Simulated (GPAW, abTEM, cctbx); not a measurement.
# AlSi: the scripts behind a bonding study

Short scripts, each with its output. The start was made by putting kin elements into a known structure type; the compound need not exist, or be stable, in this form.

## Step 1: Build the all-electron density and subtract free atoms

```text
cell
1.0
     0.000000000    0.000000000    4.157922570
     5.502265930    0.000000000    0.000000000
    -2.751132970    4.765102080    0.000000000
Si Al
3 3
Direct
0.000000000 0.000000000 0.000000000
0.500000000 0.666666670 0.333333330
0.500000000 0.333333330 0.666666670
0.000000000 0.000000000 0.500000000
0.000000000 0.500000000 0.500000000
0.000000000 0.500000000 0.000000000
```

```python
import numpy as np
from ase.io import read
from ase.units import Bohr
from gpaw import GPAW, PW, FermiDirac
from gpaw.calculator import GPAW as OldGPAW
from gpaw.mpi import serial_comm, world
from scipy.special import erfc
from scipy.spatial import cKDTree

atoms = read("cell.vasp")
atoms.calc = GPAW(mode=PW(450), xc="PBE", kpts={"size": (5, 4, 4), "gamma": True},
                 occupations=FermiDirac(0.05), maxiter=120, symmetry={"tolerance": 1e-5}, txt="scf.txt")
atoms.get_potential_energy()
rho = atoms.calc.get_all_electron_density(gridrefinement=2)
moments = atoms.get_magnetic_moments() if atoms.calc.get_number_of_spins() == 2 else np.zeros(len(atoms))
total = atoms.get_magnetic_moment() if moments.any() else 0.0
if world.rank == 0:
    free = OldGPAW(mode=PW(450), xc="PBE", txt=None, communicator=serial_comm)
    neutral = atoms.copy()
    neutral.set_initial_magnetic_moments(None)
    free.initialize(neutral)
    free.set_positions(neutral)
    drho = rho - free.get_all_electron_density(gridrefinement=2)
    # GPAW starts from confined atoms: exchange their smooth part for that of the datasets' free atoms
    h = np.stack(np.meshgrid(*[np.fft.fftfreq(n, 1 / n) for n in drho.shape], indexing="ij"), -1)
    gabs = np.linalg.norm(h @ atoms.cell.reciprocal(), axis=-1)
    tails = np.fft.fftn(free.get_pseudo_density(gridrefinement=2))
    g, form, v0 = np.linspace(0, gabs.max(), 1500), {}, 0
    for e in set(atoms.symbols):
        idx = atoms.symbols.search(e)
        d = free.setups[idx[0]].data
        r, w = d.rgd.r_g * Bohr, d.rgd.r_g**2 * d.rgd.dr_g
        j0 = np.sinc(2 * g[:, None] * r)
        smooth = sum(f * p**2 for f, p in zip(d.f_j, d.phit_jg)) + np.sqrt(4 * np.pi) * d.nct_g
        full = sum(f * p**2 for f, p in zip(d.f_j, d.phi_jg)) + np.sqrt(4 * np.pi) * d.nc_g
        phase = sum(np.exp(-2j * np.pi * h @ s) for s in atoms.get_scaled_positions()[idx])
        tails -= np.interp(gabs, g, j0 @ (smooth * w)) * phase * drho.size / atoms.get_volume()
        form[e] = j0 @ (full * w)
        v0 += 2 * np.pi / 3 * 14.3996 * (full * w * r**2).sum() * len(idx)  # V A^3
    tails *= 0.5 * erfc((gabs - 1.8) / 0.25)  # the tails differ at long wavelengths alone
    drho += np.fft.ifftn(tails).real  # crystal minus superposed spherical free atoms
    np.save("drho.npy", drho)
    dv = atoms.get_volume() / drho.size
    print("grid", drho.shape, " electrons %.3f" % (rho.sum() * dv), " moved by bonding %.3f e" % (abs(drho).sum() * dv / 2))
    pts = np.indices(drho.shape).reshape(3, -1).T / drho.shape @ atoms.cell
    shifts = (np.indices((3, 3, 3)).reshape(3, -1).T - 1) @ atoms.cell
    images = (atoms.positions[None] + shifts[:, None]).reshape(-1, 3)
    dist, idx = cKDTree(images).query(pts, k=4)
    out = drho.ravel()[dist[:, 0] > 0.5]
    print("deformation density beyond 0.5 A of the nuclei: max %.3f, min %.3f e/A^3" % (out.max(), out.min()))
    tie = dist < dist[:, :1] + 1e-4
    q = -np.bincount((idx % len(atoms))[tie], (drho.ravel()[:, None] / tie.sum(1, keepdims=True) * tie)[tie], len(atoms)) * dv
    print("atom        x       y       z   Voronoi charge  moment")
    for a, s, c, m in zip(atoms, atoms.get_scaled_positions(), q, moments):
        print("%-2s%-3d %7.4f %7.4f %7.4f %10.3f %10.2f" % (a.symbol, a.index + 1, *s, c, m))
    np.savez("free.npz", g=g, **form)
    print("mean inner potential of superposed free atoms %.3f V" % (v0 / atoms.get_volume()))
    print("total magnetic moment %.3f muB" % total)
```

```console
$ OMP_NUM_THREADS=1 mpirun -n 4 gpaw python run.py > gpaw.log
```

```text
grid (42, 54, 54)  electrons 81.000  moved by bonding 1.000 e
deformation density beyond 0.5 A of the nuclei: max 0.059, min -0.068 e/A^3
atom        x       y       z   Voronoi charge  moment
Si1    0.0000  0.0000  0.0000     -0.002       0.00
Si2    0.5000  0.6667  0.3333     -0.046       0.00
Si3    0.5000  0.3333  0.6667     -0.046       0.00
Al4    0.0000  0.0000  0.5000      0.031       0.00
Al5    0.0000  0.5000  0.5000      0.031       0.00
Al6    0.0000  0.5000  0.0000      0.031       0.00
mean inner potential of superposed free atoms 15.329 V
total magnetic moment 0.000 muB
```

Time: 6.8 s on 4 cores of Arm Neoverse V1 (shared host), peak memory 0.7 GiB.

## Step 2: Fourier-transform the difference

```python
from cctbx import adptbx, crystal, miller, xray
from cctbx.eltbx import tiny_pse
import numpy as np

cs = crystal.symmetry(unit_cell=(5.5023, 5.5023, 4.1579, 90, 90, 120), space_group_symbol='Hall: -P 6 2')  # P6/mmm
atoms = [  # label, site, U (iso, or U11 U22 U33 U12 U13 U23 in A^2), occupancy
    ("Si1", (0, 0, 0), 0.0000, 1),
    ("Si2", (2/3, 1/3, 0.5), 0.0000, 1),
    ("Al1", (0, 0.5, 0), 0.0000, 1),
]
xs = xray.structure(crystal_symmetry=cs)
for label, site, u, occ in atoms:
    u = adptbx.u_cif_as_u_star(cs.unit_cell(), u) if isinstance(u, tuple) else u
    xs.add_scatterer(xray.scatterer(label, site=site, u=u, occupancy=occ))
xs.scattering_type_registry(table="wk1995")
drho = np.load("drho.npy")
T = np.array([[0, 1, 0], [0, 0, 1], [1, 0, 0]])  # conventional axes in terms of the primitive ones
dF = np.fft.ifftn(drho) * 109.01598  # electrons a conventional cell, indexed by primitive hkl
ms = miller.build_set(cs, anomalous_flag=False, d_min=0.9).sort("resolution")
iam = ms.structure_factors_from_scatterers(xs, algorithm="direct").f_calc()
p1 = xs.expand_to_p1()
z = np.array([tiny_pse.table(sc.scattering_type).atomic_number() for sc in p1.scatterers()])
x = np.array(p1.sites_frac())
free = np.load("free.npz")
print("static structure factors of the conventional cell: F in electrons, V (Mott-Bethe) in volts")
print("   h  k  l      d  |F| table  |F| free   |F| DFT   change   |V| free  |V| DFT  change %")
for h, d, table in list(zip(ms.indices(), ms.d_spacings().data(), iam.data()))[:16]:
    df = dF[tuple(np.rint(np.linalg.solve(T, h)).astype(int))]
    phase = np.exp(2j * np.pi * x @ h)
    f = sum(np.interp(1 / d, free["g"], free[sc.scattering_type]) * p for sc, p in zip(p1.scatterers(), phase))
    fz = (z * phase).sum()
    c = 14.3996 * d * d / (np.pi * cs.unit_cell().volume())
    v0, v1 = abs(fz - f) * c, abs(fz - f - df) * c
    print("%4d%3d%3d %7.4f %9.3f %9.3f %9.3f %8.3f %9.3f %8.3f %8s" % (h + (d, abs(table), abs(f), abs(f + df), abs(f + df) - abs(f), v0, v1, "%.1f" % (100 * (v1 / v0 - 1)) if v0 > 0.02 else "-")))
```

```console
$ python run.py
```

```text
static structure factors of the conventional cell: F in electrons, V (Mott-Bethe) in volts
   h  k  l      d  |F| table  |F| free   |F| DFT   change   |V| free  |V| DFT  change %
   1  0  0  4.7651    11.104    11.128    11.256    0.128     1.787    1.665     -6.8
   0  0  1  4.1579    20.618    20.672    20.844    0.171     3.146    3.021     -4.0
   1  0  1  3.1329    11.203    11.238    11.328    0.089     1.552    1.516     -2.4
   1  1  0  2.7512    20.656    20.713    20.831    0.118     2.637    2.600     -1.4
   2  0  0  2.3826    27.029    27.040    26.761   -0.279     2.855    2.921      2.3
   1  1  1  2.2944    18.247    18.261    18.146   -0.115     1.934    1.960      1.3
   0  0  2  2.0790    52.746    52.748    52.318   -0.430     5.134    5.212      1.5
   2  0  1  2.0672    43.656    43.649    43.214   -0.435     4.195    4.274      1.9
   1  0  2  1.9055     8.310     8.300     8.002   -0.297     0.718    0.763      6.3
   2  1  0  1.8011     8.129     8.115     8.264    0.149     0.666    0.646     -3.0
   1  1  2  1.6586    16.785    16.778    16.598   -0.181     1.414    1.435      1.5
   2  1  1  1.6527     8.559     8.561     8.549   -0.012     0.739    0.741      0.2
   3  0  0  1.5884    16.491    16.479    16.369   -0.110     1.328    1.340      0.9
   2  0  2  1.5665    22.969    22.908    22.964    0.056     1.660    1.654     -0.3
   3  0  1  1.4838    15.290    15.254    15.305    0.051     1.087    1.083     -0.4
   0  0  3  1.3860    14.003    13.950    14.168    0.217     0.892    0.875     -2.0
```

Time: 0.28 s on 1 core of Arm Neoverse V1 (shared host), peak memory 0.08 GiB.

## Step 3: Propagate a plane wave with and without the bonding term

```python
import abtem
import numpy as np
from ase.build import make_supercell
from ase.io import read

abtem.config.set({"dask.lazy": False, "fft": "fftw", "diagnostics.progress_bar": False})
M = [[-1, 0, 0], [0, 1, 2], [0, 1, 0]]  # rows: x, y and beam direction in the primitive cell's axes
unit = make_supercell(read("cell.vasp"), M)
unit.set_cell(list(unit.cell.lengths()) + [90, 90, 90], scale_atoms=True)
unit.positions[:, 2] += 0.6878  # keeps atomic planes off the slice boundaries
unit.wrap()
slab = unit * (1, 1, 108)
print(slab.get_chemical_formula(), "| box %.2f x %.2f x %.2f A" % tuple(slab.cell.lengths()))

# change of the potential by bonding, from the DFT deformation density (Poisson's equation term by term)
drho = np.load("drho.npy")
prim = read("cell.vasp")
h = np.stack(np.meshgrid(*[np.fft.fftfreq(n, 1 / n) for n in drho.shape], indexing="ij"), -1).reshape(-1, 3).astype(int)
g2 = ((h @ prim.cell.reciprocal()) ** 2).sum(1)
keep = (g2 > 0) & (g2 < 2.5**2)
shape = (119, 273, 32)
vg = np.zeros(shape, complex)
hm = h[keep] @ np.array(M).T
move = np.exp(-2j * np.pi * hm[:, 2] * (0.6878 / unit.cell[2, 2] - 0.5 / shape[2]))  # the same shift, sampled at mid-points
vg[tuple(hm.T % np.array(shape)[:, None])] = -14.3996 / np.pi * (np.fft.fftn(drho).ravel() / drho.size)[keep] / g2[keep] * move
dV = np.fft.ifftn(vg).real * vg.size
dV = dV.reshape(119, 273, 4, 8).mean(3) * unit.cell[2, 2] / 4  # V A, projected in each slice
dV = np.tile(dV.transpose(2, 0, 1), (108, 1, 1))


def build(atoms):
    p = abtem.Potential(atoms, gpts=(119, 273), slice_thickness=[slab.cell[2, 2] / 432] * 432,
                        parametrization="lobato", projection="infinite", exit_planes=36).build()
    p.array[:] += BONDING * dV
    return p


def potentials():
    yield build(slab)  # atoms at rest


for label, BONDING in (("IAM", 0.0), ("DFT", 1.0)):
    print("=====", label)
    potential = build(slab)
    print("grid", potential.gpts, "slices", potential.num_slices)
    thickness = potential.exit_thicknesses
    wave = abtem.PlaneWave(energy=100000)
    dp = np.mean([wave.multislice(p).diffraction_patterns(max_angle="valid").array for p in potentials()], axis=0)
    hkl = [(0, 0, 0), (0, 1, 0), (0, 0, 1), (0, 1, 1), (0, 2, 0), (0, 0, 2), (0, 2, 1)]
    nx, ny = dp.shape[-2:]
    print("intensity of each beam, fraction of the incident wave")
    print("  t (A)" + "".join("%9s" % " ".join(map(str, h)) for h in hkl) + "  diffuse    total")
    grid = np.zeros((nx, ny), bool)
    grid[nx // 2 % 1::1, ny // 2 % 1::1] = True
    for t, a in list(zip(thickness, dp))[1:]:
        idx = [np.rint(np.array(M) @ np.linalg.solve([[0, 1, 0], [0, 0, 1], [1, 0, 0]], h)).astype(int) for h in hkl]
        print("%7.1f" % t + "".join("%9.5f" % a[nx // 2 + i[0] * 1, ny // 2 + i[1] * 1] for i in idx) + "%9.4f%9.4f" % (a[~grid].sum(), a.sum()))
```

```console
$ python run.py
```

```text
Al648Si648 | box 4.16 x 9.53 x 594.24 A
===== IAM
grid (119, 273) slices 432
intensity of each beam, fraction of the incident wave
  t (A)    0 0 0    0 1 0    0 0 1    0 1 1    0 2 0    0 0 2    0 2 1  diffuse    total
   49.5  0.55044  0.00873  0.02093  0.00455  0.02002  0.04428  0.02977   0.0000   0.9987
   99.0  0.16039  0.03793  0.10680  0.01389  0.05794  0.03816  0.02237   0.0000   0.9950
  148.6  0.17159  0.05797  0.19238  0.03008  0.02187  0.01698  0.00177   0.0000   0.9928
  198.1  0.03975  0.06879  0.10717  0.03948  0.02163  0.05578  0.02690   0.0000   0.9906
  247.6  0.09508  0.11190  0.05904  0.02489  0.05341  0.03418  0.02540   0.0000   0.9878
  297.1  0.30611  0.10742  0.11121  0.01515  0.01536  0.00369  0.00054   0.0000   0.9867
  346.6  0.28744  0.03524  0.05624  0.02332  0.06939  0.00053  0.00674   0.0000   0.9853
  396.2  0.34409  0.01683  0.03505  0.01209  0.08152  0.00933  0.00976   0.0000   0.9835
  445.7  0.57870  0.01944  0.05654  0.00149  0.02244  0.00163  0.00009   0.0000   0.9827
  495.2  0.48914  0.00694  0.04530  0.01673  0.01874  0.01053  0.00775   0.0000   0.9819
  544.7  0.15692  0.08288  0.08459  0.01523  0.00688  0.03788  0.01420   0.0000   0.9811
  594.2  0.02711  0.14603  0.11057  0.02783  0.00395  0.02983  0.00599   0.0000   0.9801
===== DFT
grid (119, 273) slices 432
intensity of each beam, fraction of the incident wave
  t (A)    0 0 0    0 1 0    0 0 1    0 1 1    0 2 0    0 0 2    0 2 1  diffuse    total
   49.5  0.54748  0.00783  0.02075  0.00437  0.01984  0.04504  0.03045   0.0000   0.9987
   99.0  0.15817  0.03588  0.11257  0.01336  0.05487  0.03866  0.02262   0.0000   0.9950
  148.6  0.16673  0.05754  0.19687  0.02914  0.01964  0.01820  0.00250   0.0000   0.9928
  198.1  0.03246  0.06999  0.10274  0.03891  0.01962  0.05782  0.02939   0.0000   0.9905
  247.6  0.10736  0.11503  0.05552  0.02566  0.04775  0.03539  0.02435   0.0000   0.9877
  297.1  0.32486  0.11186  0.09855  0.01638  0.01334  0.00299  0.00018   0.0000   0.9866
  346.6  0.29467  0.03789  0.04376  0.02502  0.06760  0.00059  0.00744   0.0000   0.9851
  396.2  0.34827  0.02036  0.04585  0.01199  0.07467  0.00701  0.00751   0.0000   0.9833
  445.7  0.55390  0.02388  0.07162  0.00134  0.01894  0.00038  0.00015   0.0000   0.9825
  495.2  0.43401  0.00986  0.05769  0.01933  0.01704  0.01352  0.00955   0.0000   0.9816
  544.7  0.12193  0.09213  0.09563  0.01737  0.00435  0.03604  0.01235   0.0000   0.9808
  594.2  0.01404  0.16245  0.10462  0.03055  0.00426  0.02663  0.00434   0.0000   0.9797
```

Time: 11 s.

## Step 4: Image through focus

```python
import abtem
import numpy as np
from ase.build import make_supercell
from ase.io import read

abtem.config.set({"dask.lazy": False, "fft": "fftw", "diagnostics.progress_bar": False})
M = [[-1, 0, 0], [0, 1, 2], [0, 1, 0]]  # rows: x, y and beam direction in the primitive cell's axes
unit = make_supercell(read("cell.vasp"), M)
unit.set_cell(list(unit.cell.lengths()) + [90, 90, 90], scale_atoms=True)
unit.positions[:, 2] += 0.6878  # keeps atomic planes off the slice boundaries
unit.wrap()
slab = unit * (2, 2, 12)
print(slab.get_chemical_formula(), "| box %.2f x %.2f x %.2f A" % tuple(slab.cell.lengths()))

# change of the potential by bonding, from the DFT deformation density (Poisson's equation term by term)
drho = np.load("drho.npy")
prim = read("cell.vasp")
h = np.stack(np.meshgrid(*[np.fft.fftfreq(n, 1 / n) for n in drho.shape], indexing="ij"), -1).reshape(-1, 3).astype(int)
g2 = ((h @ prim.cell.reciprocal()) ** 2).sum(1)
keep = (g2 > 0) & (g2 < 2.5**2)
shape = (52, 120, 32)
vg = np.zeros(shape, complex)
hm = h[keep] @ np.array(M).T
move = np.exp(-2j * np.pi * hm[:, 2] * (0.6878 / unit.cell[2, 2] - 0.5 / shape[2]))  # the same shift, sampled at mid-points
vg[tuple(hm.T % np.array(shape)[:, None])] = -14.3996 / np.pi * (np.fft.fftn(drho).ravel() / drho.size)[keep] / g2[keep] * move
dV = np.fft.ifftn(vg).real * vg.size
dV = dV.reshape(52, 120, 4, 8).mean(3) * unit.cell[2, 2] / 4  # V A, projected in each slice
dV = np.tile(dV.transpose(2, 0, 1), (12, 2, 2))


def build(atoms):
    p = abtem.Potential(atoms, gpts=(104, 240), slice_thickness=[slab.cell[2, 2] / 48] * 48,
                        parametrization="lobato", projection="infinite", exit_planes=16).build()
    p.array[:] += BONDING * dV
    return p


sigmas = {'Si': 0.071, 'Al': 0.071}  # r.m.s. displacement along each axis, A
u = np.array([sigmas[s] for s in slab.symbols])[:, None]
rng = np.random.default_rng(158)


def potentials():
    for _ in range(2):  # frozen phonons, one configuration at a time
        atoms = slab.copy()
        atoms.positions += u * rng.standard_normal((len(atoms), 3))
        atoms.wrap()
        yield build(atoms)


for label, BONDING in (("IAM", 0.0), ("DFT", 1.0)):
    print("=====", label)
    rng = np.random.default_rng(158)  # the same displacements for both
    potential = build(slab)
    print("grid", potential.gpts, "slices", potential.num_slices)
    thickness = potential.exit_thicknesses
    columns = [  # name, x, y (A)
        ("SiAl", 0.000, 0.000),
        ("Al2", 0.000, 2.383),
        ("Si", 2.079, 1.588),
        ("void", 1.732, 0.000),
    ]
    waves = [abtem.PlaneWave(energy=100000).multislice(p) for p in potentials()]
    stack = []
    for defocus in [-150.0, -110.0, -70.0, -30.0, 50.0]:
        ctf = abtem.CTF(energy=100000, Cs=-80000, defocus=defocus, focal_spread=40, semiangle_cutoff=35)
        ims = [w.apply_ctf(ctf).intensity() for w in waves]
        im = sum(ims[1:], ims[0]) / len(ims)
        a = im.array.reshape(len(thickness), 2, -1, 2, im.array.shape[-1] // 2).mean(axis=(1, 3))
        a = a / im.array[0].mean()
        stack.append(a)
        print("defocus %.0f A: intensity at the columns, vacuum = 1" % defocus)
        print("  t (A)     min     max" + "".join("%10s" % c[0][:9] for c in columns))
        for t, b in list(zip(thickness, a))[1:]:
            at = [b[round(x / im.sampling[0]) % b.shape[0], round(y / im.sampling[1]) % b.shape[1]] for _, x, y in columns]
            print("%7.1f %7.3f %7.3f" % (t, b.min(), b.max()) + "".join("%10.3f" % v for v in at))
    print("Scherzer defocus %.0f A, point resolution %.2f A" % (ctf.scherzer_defocus, ctf.point_resolution))
    np.save(label + "_hrtem.npy", np.array(stack))
```

```console
$ python run.py
```

```text
Al288Si288 | box 8.32 x 19.06 x 66.03 A
===== IAM
grid (104, 240) slices 48
defocus -150 A: intensity at the columns, vacuum = 1
  t (A)     min     max      SiAl       Al2        Si      void
   22.0   0.531   1.512     1.076     0.653     0.760     0.750
   44.0   0.248   2.043     1.099     0.336     0.887     0.533
   66.0   0.030   2.497     1.015     0.097     1.287     0.427
defocus -110 A: intensity at the columns, vacuum = 1
  t (A)     min     max      SiAl       Al2        Si      void
   22.0   0.518   1.841     1.841     1.479     1.210     0.534
   44.0   0.138   2.480     2.480     1.609     1.584     0.245
   66.0   0.002   2.448     2.377     1.180     2.008     0.119
defocus -70 A: intensity at the columns, vacuum = 1
  t (A)     min     max      SiAl       Al2        Si      void
   22.0   0.485   2.370     2.359     2.213     1.547     0.711
   44.0   0.095   3.445     3.436     3.026     2.065     0.506
   66.0   0.005   3.474     3.474     2.810     2.524     0.353
defocus -30 A: intensity at the columns, vacuum = 1
  t (A)     min     max      SiAl       Al2        Si      void
   22.0   0.754   1.613     1.613     1.544     1.332     0.872
   44.0   0.405   2.333     2.325     2.233     1.909     0.759
   66.0   0.107   2.633     2.594     2.520     2.544     0.650
defocus 50 A: intensity at the columns, vacuum = 1
  t (A)     min     max      SiAl       Al2        Si      void
   22.0   0.148   1.529     0.148     0.182     0.553     1.447
   44.0   0.005   1.980     0.084     0.119     0.214     1.799
   66.0   0.002   2.215     0.828     0.918     0.059     1.895
Scherzer defocus -67 A, point resolution 0.91 A
===== DFT
grid (104, 240) slices 48
defocus -150 A: intensity at the columns, vacuum = 1
  t (A)     min     max      SiAl       Al2        Si      void
   22.0   0.543   1.513     1.069     0.637     0.756     0.772
   44.0   0.254   2.036     1.087     0.318     0.881     0.567
   66.0   0.017   2.474     1.002     0.092     1.277     0.467
defocus -110 A: intensity at the columns, vacuum = 1
  t (A)     min     max      SiAl       Al2        Si      void
   22.0   0.515   1.844     1.844     1.485     1.213     0.548
   44.0   0.137   2.478     2.478     1.607     1.587     0.262
   66.0   0.002   2.489     2.364     1.156     2.007     0.136
defocus -70 A: intensity at the columns, vacuum = 1
  t (A)     min     max      SiAl       Al2        Si      void
   22.0   0.475   2.379     2.368     2.231     1.559     0.717
   44.0   0.087   3.449     3.440     3.034     2.086     0.515
   66.0   0.005   3.456     3.456     2.769     2.549     0.362
defocus -30 A: intensity at the columns, vacuum = 1
  t (A)     min     max      SiAl       Al2        Si      void
   22.0   0.748   1.617     1.617     1.553     1.339     0.874
   44.0   0.394   2.333     2.324     2.231     1.927     0.763
   66.0   0.098   2.667     2.579     2.488     2.571     0.655
defocus 50 A: intensity at the columns, vacuum = 1
  t (A)     min     max      SiAl       Al2        Si      void
   22.0   0.144   1.540     0.144     0.174     0.545     1.442
   44.0   0.005   1.973     0.089     0.132     0.204     1.794
   66.0   0.002   2.218     0.849     0.962     0.052     1.898
Scherzer defocus -67 A, point resolution 0.91 A
```

Time: 5.1 s.

[Outputs are excerpts: Python notices, other lines and further rows are left out; steps that failed or that the build refused (PBEsol, TPSS) are not shown.]

[Logs are printed without paths, hosts, clocks, repeated set-up lines and the standing remarks that a program may print on its own settings, such as how far it seeks lower states.]
